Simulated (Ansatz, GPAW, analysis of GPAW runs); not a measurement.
## F centre in LiF: hyperfine coupling against experiment (GPAW)

Aim: the hyperfine coupling of the F centre in LiF, to be set beside the measurement. Set-up: PBE, plane waves 500 eV, 32-site cell, PBE lattice, k: 2x2x2 shifted, SCF cut short, start relaxed with Ansatz. The model is a cell of 32 host atoms with 1 F taken out. The isotropic coupling follows from the spin density at the nucleus, the nuclear g-factor and the total spin.

**The experiment.** 7Li, shell I: 39.06 MHz, by ENDOR (quoted in “F center in LiF: A quantum mechanical ab initio investigation of the hyperfine interaction between the unpaired electron at the vacancy and its first seven neighbors”, 2001, G. Mallia et al., quoting earlier work (1968)). 19F, shell II: 105.9 MHz, by ENDOR (quoted in “F center in LiF: A quantum mechanical ab initio investigation of the hyperfine interaction between the unpaired electron at the vacancy and its first seven neighbors”, 2001, G. Mallia et al., quoting earlier work (1968)). 7Li, shell III: 0.5 MHz, by ENDOR (quoted in “F center in LiF: A quantum mechanical ab initio investigation of the hyperfine interaction between the unpaired electron at the vacancy and its first seven neighbors”, 2001, G. Mallia et al., quoting earlier work (1968)). 19F, shell IV: 0.48 MHz, by ENDOR (quoted in “F center in LiF: A quantum mechanical ab initio investigation of the hyperfine interaction between the unpaired electron at the vacancy and its first seven neighbors”, 2001, G. Mallia et al., quoting earlier work (1968)).

Method: GPAW plane-wave PAW DFT, PBE; relaxation of all atoms of a defect supercell, in GPAW 26.7.0.

## (1) Starting point

The cell holds 31 atoms: 16 Li and 15 F. Cell: a = 7.077 Å, b = 7.077 Å, c = 7.077 Å, α = 109.5°, β = 109.5°, γ = 109.5°. It derives from LiF (space group Fm-3m). Nearest the centre at fractional (0.500, 0.500, 0.500): Li12 at 2.09 Å, Li10 at 2.09 Å, Li16 at 2.09 Å, Li6 at 2.09 Å, Li15 at 2.09 Å, Li7 at 2.09 Å, F28 at 2.90 Å, F21 at 2.90 Å.

The host's primitive cell comes from a first run (GPAW plane-wave PAW DFT, PBE; relaxation of cell and atoms of a defect-free cell): vectors of 2.889, 2.889 and 2.889 Å. That is 8.53 Å³ an atom, 4.4 % over the diffraction cell's volume. The supercell is built on it.

This program's steps are dear, so the start below was first relaxed with Ansatz (plane-wave PAW DFT, PBE; 10 s).

## (2) Relaxation, charge 0

Every later number rests on the structure around the defect, so the atoms are relaxed at the host's lattice first.

The input, run.py:

```python
import numpy as np
from ase.io import read, write
from ase.parallel import parprint, world
from gpaw import GPAW, PW
from ase.optimize import BFGS

atoms = read('POSCAR')
magmoms = np.zeros(len(atoms))
magmoms[[5, 15, 6, 14]] = 1 / 4
atoms.set_initial_magnetic_moments(magmoms)
calc = GPAW(mode=PW(500),
            xc='PBE',
            kpts={'size': (2, 2, 2), 'gamma': False},
            occupations={'name': 'fermi-dirac', 'width': 0.01, 'fixmagmom': True},
            nbands=69,
            convergence={'density': 1e-05, 'forces': 0.001},
            maxiter=4,
            symmetry={'point_group': False},
            txt='gpaw.txt')
atoms.calc = calc
opt = BFGS(atoms, trajectory='relax.traj', logfile='-')
done = opt.run(fmax=0.02, steps=80)
parprint('Converged:', done)
energy = atoms.get_potential_energy()
forces = atoms.get_forces()
parprint(f'Energy: {energy:.6f} eV, largest force {np.linalg.norm(forces, axis=1).max():.4f} eV/A')
calc.write('gs.gpw')
write('final.xyz', atoms)
parprint('Moments:', atoms.get_magnetic_moments().round(3))
for s in range(calc.get_number_of_spins()):
    parprint('Levels (eV), spin', s, calc.get_eigenvalues(kpt=0, spin=s)[-16:].round(3))
```

The input, POSCAR:

```
Li F 
 1.0000000000000000
    -4.0860106653913988    4.0860106653913935    4.0860106653913890
     4.0860106653913988   -4.0860106653913943    4.0860106653913881
     4.0860106653913988    4.0860106653913935   -4.0860106653914086
 Li  F  
  16  15
Direct
 -0.0000000000000000 -0.0000000000000000 -0.0000000000000000
  0.0000000000000001  0.2500000000000001  0.7500000000000000
 -0.0000000000000000  0.5000000000000000  0.5000000000000000
  0.0000000000000001  0.7500000000000001  0.2500000000000001
  0.2500000151904113 -0.0000000000000000  0.7500000151904113
  0.2441589586097755  0.2441589586097755  0.5000000000000000
  0.2441589586097755  0.5000000000000000  0.2441589586097755
  0.2500000151904113  0.7500000151904113  0.0000000000000000
  0.5000000000000000  0.0000000000000000  0.5000000000000000
  0.5000000000000000  0.2441594357588303  0.2441594357588302
  0.5000000000000000  0.5000000000000000 -0.0000000000000000
  0.5000000000000001  0.7558405642411699  0.7558405642411697
  0.7499999848095886  0.0000000000000000  0.2499999848095887
  0.7499999848095886  0.2499999848095887  0.0000000000000000
  0.7558410413902245  0.5000000000000000  0.7558410413902245
  0.7558410413902243  0.7558410413902243  0.5000000000000000
 -0.0000000000000001 -0.0000000000000001  0.5000000000000000
 -0.0020867373314716  0.2489566313342642  0.2489566313342642
 -0.0000000000000000  0.5000000000000000  0.0000000000000000
  0.0020867373314716  0.7510433686657358  0.7510433686657357
  0.2489566355238958 -0.0020866643851020  0.2489567000910022
  0.2489566355238958  0.2489567000910021 -0.0020866643851020
  0.2489566355238960  0.4999999354328937  0.7510432999089980
  0.2489566355238959  0.7510432999089979  0.4999999354328937
  0.5000000000000000  0.0000000000000000  0.0000000000000000
  0.4999999999999999  0.2489566313342642  0.7510433686657357
  0.4999999999999999  0.7510433686657357  0.2489566313342642
  0.7510433644761042  0.0020866643851019  0.7510432999089979
  0.7510433644761041  0.2489567000910021  0.5000000645671063
  0.7510433644761041  0.5000000645671061  0.2489567000910022
  0.7510433644761041  0.7510432999089978  0.0020866643851019
```

Launch:

```
$ OMP_NUM_THREADS=1 mpirun -n 4 gpaw python run.py > stdout
```

What it wrote:

```text
__  _  _
 | _ |_)|_||  |
 |__||  | ||/\| - 26.7.0

Input parameters:
  mode=PW(ecut=500.0),
  convergence={'density': 1e-05, 'forces': 0.001},
  kpts=MonkhorstPack(size=(2, 2, 2), gamma=False),
  maxiter=4,
  nbands=69,
  occupations=Occupations(name='fermi-dirac', width=0.01, fixmagmom=True),
  symmetry=Symmetry(point_group=False),
  xc=XC(name='PBE')

Diagonalizing LCAO Hamiltonian
Converting LCAO to pw mode

             F
         Li   F    Li

           LiLi F F  Li
         F    Li Li      Li
             F  LiLi F F
                 F    Li
              F    Li    F
             Li   F  LiLi   F
                   F     Li

Atoms  # Å, Bohr magnetons
|    | symbol |         x |         y |         z |    initial magnetic moments |
|----|--------|-----------|-----------|-----------|-----------------------------|
|  0 |     Li |  0.000000 |  0.000000 |  0.000000 | ( 0.0000,  0.0000,  0.0000) |
|  1 |     Li |  4.086011 |  2.043005 | -2.043005 | ( 0.0000,  0.0000,  0.0000) |
|  2 |     Li |  4.086011 | -0.000000 | -0.000000 | ( 0.0000,  0.0000,  0.0000) |
[...]
| 14 |     Li |  2.043005 |  4.133744 |  2.043005 | ( 0.0000,  0.0000,  0.2500) |
| 15 |     Li |  2.043005 |  2.043005 |  4.133744 | ( 0.0000,  0.0000,  0.2500) |
| 16 |      F |  2.043005 |  2.043005 | -2.043005 | ( 0.0000,  0.0000,  0.0000) |
| 17 |      F |  2.043005 | -0.008526 | -0.008526 | ( 0.0000,  0.0000,  0.0000) |
| 18 |      F |  2.043005 | -2.043005 |  2.043005 | ( 0.0000,  0.0000,  0.0000) |
[...]
| 29 |      F | -0.008526 |  2.043005 |  4.094537 | ( 0.0000,  0.0000,  0.0000) |
| 30 |      F |  0.008526 |  0.008526 |  6.129016 | ( 0.0000,  0.0000,  0.0000) |

Unit cell  # Å
| periodic |         x |         y |         z |  lengths |     angles |
|----------|-----------|-----------|-----------|----------|------------|
|      yes | -4.086011 |  4.086011 |  4.086011 | 7.077178 | 109.471221 |
|      yes |  4.086011 | -4.086011 |  4.086011 | 7.077178 | 109.471221 |
|      yes |  4.086011 |  4.086011 | -4.086011 | 7.077178 | 109.471221 |

Number of symmetries: 1
Symmetry operations  # r_c * U_cc + t_c -> r_c
|   | kind |            matrix            |
|---|------|------------------------------|
| 0 |  E   |  1, 0, 0,  0, 1, 0,  0, 0, 1 |

BZ-sampling:
  Number of BZ points: 8
  Number of IBZ points: 4

  Monkhorst-Pack size: [2, 2, 2]
  Monkhorst-Pack shift: [0, 0, 0]

K-points  # in reciprocal-cell coordinates
|   |                                coordinates |     weight |
|---|--------------------------------------------|------------|
| 0 | (  0.25000000,  -0.25000000,  -0.25000000) | 0.25000000 |
| 1 | (  0.25000000,  -0.25000000,   0.25000000) | 0.25000000 |
| 2 | (  0.25000000,   0.25000000,  -0.25000000) | 0.25000000 |
| 3 | (  0.25000000,   0.25000000,   0.25000000) | 0.25000000 |

Plane wave coefficients: 6927
Cutoff: 500.0 eV

Spin-components: 2 (collinear spins)
Bands:           69
Projectors:      123
Spin-degeneracy: 1
Datatype:        complex128

Density:
  Valence electrons: 121.0
  Components: 2
  Grid points: [40 40 40]
  Charge: 0.0  # |e|

Potential:
  Grid points: [40 40 40]

species:
  Li:
    name:    Lithium
    Z:       3.0
    valence: 1
    core:    2
    charge:  0.0  # [|e|]
    compensation charges:
      type: gauss
      rc: 0.33  # [Å]
      lmax: 2
    cutoffs:
      filter: 1.91  # [Å]
      core: 2.55  # [Å]
    projectors
    | kind |    occ | energy [eV] | rcut [Å] |
    |------|--------|-------------|----------|
    |   2s |  1.000 |      -2.874 |    1.058 |
    |   2p |  0.000 |      -1.090 |    1.058 |
    |    s |        |      24.337 |    1.058 |

    Using partial waves for Li as LCAO basis

  F:
    name:    Fluorine
    Z:       9.0
    valence: 7
    core:    2
    charge:  0.0  # [|e|]
    compensation charges:
      type: gauss
      rc: 0.20  # [Å]
      lmax: 2
    cutoffs:
      filter: 1.14  # [Å]
      core: 0.74  # [Å]
    projectors
    | kind |    occ | energy [eV] | rcut [Å] |
    |------|--------|-------------|----------|
    |   2s |  2.000 |     -29.898 |    0.635 |
    |   2p |  5.000 |     -11.110 |    0.635 |
    |    s |        |      -2.687 |    0.635 |
    |    p |        |      16.102 |    0.635 |
    |    d |        |       0.000 |    0.635 |

    Using partial waves for F as LCAO basis

Reference energy: -43955.816902  # eV

eigensolver:
  PPCG
  Converge bands: occupied
  niter=2

density mixing:
  MSR1-Mixer
  Pratt-step length: 0.05
  Maximum mixing coefficient: 0.75
  Old densities: 10
  SVD Regularization: 0.005
  Good broyden scale: 1.0
  Trust region scale: 1.0
  Backstep threshold: 4.0
  History deletion threshold: 6.0
  Fourier metric: weight=20.0, sigma=0.015

occupation numbers:
  Fixed magnetic moment: 1.000
  Fermi-Dirac:
    width: 0.0100  # eV

poisson solver:
  ecut: 4000.0  # eV

xc functional:
  name: PBE with 2 nearest neighbor stencil

Initialization done in: 7.202 s

convergence criteria:
- Maximum integral of absolute [dens]ity change: 1e-05 electrons / valence electron
- Maximum change in the atomic [forces] across last 2 cycles: 0.001 eV/Ang OR
Maximum error relative to the maximum force is below inf
- Maximum [total energy] change in last 3 cyles: 0.0005 eV / valence electron
- Maximum integral of absolute [eigenst]ate change: 4e-08 eV^2 / valence electron
maximum number of iterations: 4

SCF iterations
|iter     | |      energy | eigst |  dens |force |  magmom |
|---------|-|-------------|-------|-------|------|---------|
|iter:   1| | -144.421445 | -0.56 |       |      |  +0.9171|
|iter:   2| | -143.758479 | -1.93 | -1.03 |      |  +0.9212|
|iter:   3| | -142.088030 | -1.00 | -1.08 |      |  +0.9580|
|iter:   4| | -142.263501 | -2.36 | -1.42 |      |  +0.9820|
```

It took 31 s on 4 MPI ranks of Arm Neoverse V1, shared host; peak memory 1.7 GiB.

No converged result was reached; the numbers in the log don't describe the system.

## (3) Outcome

The hyperfine coupling was not obtained, because the step “relaxation, charge 0” did not converge; the cause lies in the set-up: too few SCF iterations.

[Logs are printed without paths, hosts, clocks, repeated set-up lines and the standing remarks that a program may print on its own settings, such as how far it seeks lower states.]

[Hosts, paths, dates, database ids (printed as entryN), source tags and the programs' standing remarks are cut or masked in the printed files.]

[For some hosts the program warned that the k-mesh of the response run may be too coarse for force constants and the static dielectric constant; such warnings are not shown here.]
